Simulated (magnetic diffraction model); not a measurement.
**TbTi4Al4Zn4: what an assumed order does to the neutron pattern**

Space group I4/mmm (no. 139), a = 8.8990 Å, c = 5.2020 Å.

| site | atom | x | y | z |
| --- | --- | --- | --- | --- |
| 2a | Tb | 0 | 0 | 0 |
| 8j | Zn | 0.2730 | 1/2 | 0 |
| 8f | Ti | 1/4 | 3/4 | 3/4 |
| 8i | Al | 0.8380 | 1/2 | 1/2 |

This is a made-up structure (elements placed in a structure type, unrelaxed), so the numbers test the method and describe no known phase.

Only Tb is taken to order (form factors of Tb3+); orders and moment sizes are assumed, and not adapted to the symmetry. Radiation: neutrons of λ = 1.594 Å, 2° to 55°; isotropic B of 0.38 Å² (Tb), 0.53 Å² (Zn), 0.7 Å² (Ti) and 0.76 Å² (Al). The intensities are simulated: I ∝ L Σ (|F_N|² + |F_M⊥|²) for unpolarised neutrons, with F_M = 2.695 fm/μB × Σ f(s) S exp(2πi Q·r) exp(−B s²) at Q = H ± k (one set where k and −k are equivalent), only the part normal to Q counting and L = 1/(sin²θ cos θ). For a modulated order the moment at position r is S exp(−2πi k·r) + c.c., with S = m/2 for a sine wave of amplitude m and S = m(u + iv)/2 for moments turning in a plane, u and v being orthogonal unit vectors in it; the phase factor of the sum at Q = H + k is then exp(2πi H·r). Form factors are spin-only for 3d ions and dipole or tabulated for f ions, scattering lengths are Sears's of 1992, and absorption is left out. A label names one of the reflections at its angle. The strongest nuclear line in the range is 100, and lines under 0.2 are left out.

Assume the order k = (1/3 0 0), a sine wave with moments along [001] (amplitudes given), 7.7 μB on Tb.

Predict the pattern, nuclear and magnetic parts apart.

| 2θ (°) | index | nuclear | magnetic |
| --- | --- | --- | --- |
| 3.42 | (1/3 0 0) | 0.0 | 263.0 |
| 12.36 | (2/3 1 0) | 0.0 | 38.8 |
| 14.55 | (1 1 0) | 3.2 | 0.0 |
| 17.17 | (5/3 0 0) | 0.0 | 29.1 |
| 18.93 | (2/3 0 1) | 0.0 | 2.1 |
| 20.44 | (1 0 1) | 1.5 | 0.0 |
| 20.64 | (2 0 0) | 88.0 | 0.0 |
| 20.73 | (1/3 1 1) | 0.0 | 7.1 |
| 20.93 | (1/3 2 0) | 0.0 | 12.6 |
| 22.40 | (4/3 0 1) | 0.0 | 4.1 |
| 24.12 | (7/3 0 0) | 0.0 | 4.6 |
| 26.82 | (5/3 1 1) | 0.0 | 8.0 |
| 26.97 | (5/3 2 0) | 0.0 | 7.0 |
| 28.14 | (2/3 2 1) | 0.0 | 7.7 |
| 29.21 | (2 1 1) | 27.6 | 0.0 |
| 29.35 | (2 2 0) | 80.2 | 0.0 |
| 29.55 | (8/3 1 0) | 0.0 | 5.7 |
| 30.64 | (4/3 2 1) | 0.0 | 6.9 |
| 31.82 | (7/3 1 1) | 0.0 | 6.5 |
| 31.95 | (7/3 2 0) | 0.0 | 9.4 |
| 32.90 | (3 1 0) | 6.2 | 0.0 |
| 32.97 | (8/3 0 1) | 0.0 | 3.1 |
| 34.20 | (4/3 3 0) | 0.0 | 4.0 |
| 35.69 | (0 0 2) | 77.7 | 0.0 |
| 36.03 | (3 0 1) | 19.4 | 0.0 |
| 36.21 | (1/3 3 1) | 0.0 | 5.2 |
| 36.32 | (10/3 1 0) | 0.0 | 3.4 |
| 37.90 | (2/3 1 2) | 0.0 | 0.7 |
| 38.34 | (11/3 0 0) | 0.0 | 1.5 |
| 38.73 | (1 1 2) | 1.0 | 0.0 |
| 39.21 | (10/3 0 1) | 0.0 | 6.6 |
| 39.86 | (5/3 0 2) | 0.0 | 1.5 |
| 40.17 | (5/3 3 1) | 0.0 | 4.2 |
| 41.58 | (2 0 2) | 0.3 | 0.0 |
| 41.73 | (1/3 2 2) | 0.0 | 1.2 |
| 41.88 | (3 2 1) | 100.0 | 0.0 |
| 41.98 | (4 0 0) | 10.5 | 0.0 |
| 42.14 | (8/3 3 0) | 0.0 | 4.6 |
| 43.54 | (7/3 0 2) | 0.0 | 0.7 |
| 43.84 | (11/3 1 1) | 0.0 | 6.8 |
| 43.93 | (11/3 2 0) | 0.0 | 2.0 |
| 44.66 | (3 3 0) | 4.0 | 0.0 |
| 44.71 | (10/3 2 1) | 0.0 | 3.2 |
| 45.29 | (5/3 2 2) | 0.0 | 1.4 |
| 45.67 | (13/3 0 0) | 0.0 | 2.7 |
| 46.43 | (2/3 4 1) | 0.0 | 3.0 |
| 46.85 | (2 2 2) | 2.6 | 0.0 |
| 46.99 | (8/3 1 2) | 0.0 | 1.4 |
(The table stops after 48 lines; 17 more lie at higher angle.)

The strongest magnetic line in the range is (1/3 0 0) at 3.42° (263.0). On top of the Lorentz factor, which all lines share, magnetic lines fade with angle because f falls: for Tb3+ it is 0.95, 0.82, 0.66 and 0.36 at sin θ/λ = 0.1, 0.2, 0.3 and 0.5 Å⁻¹, while nuclear lengths stay constant. The order has no net moment.
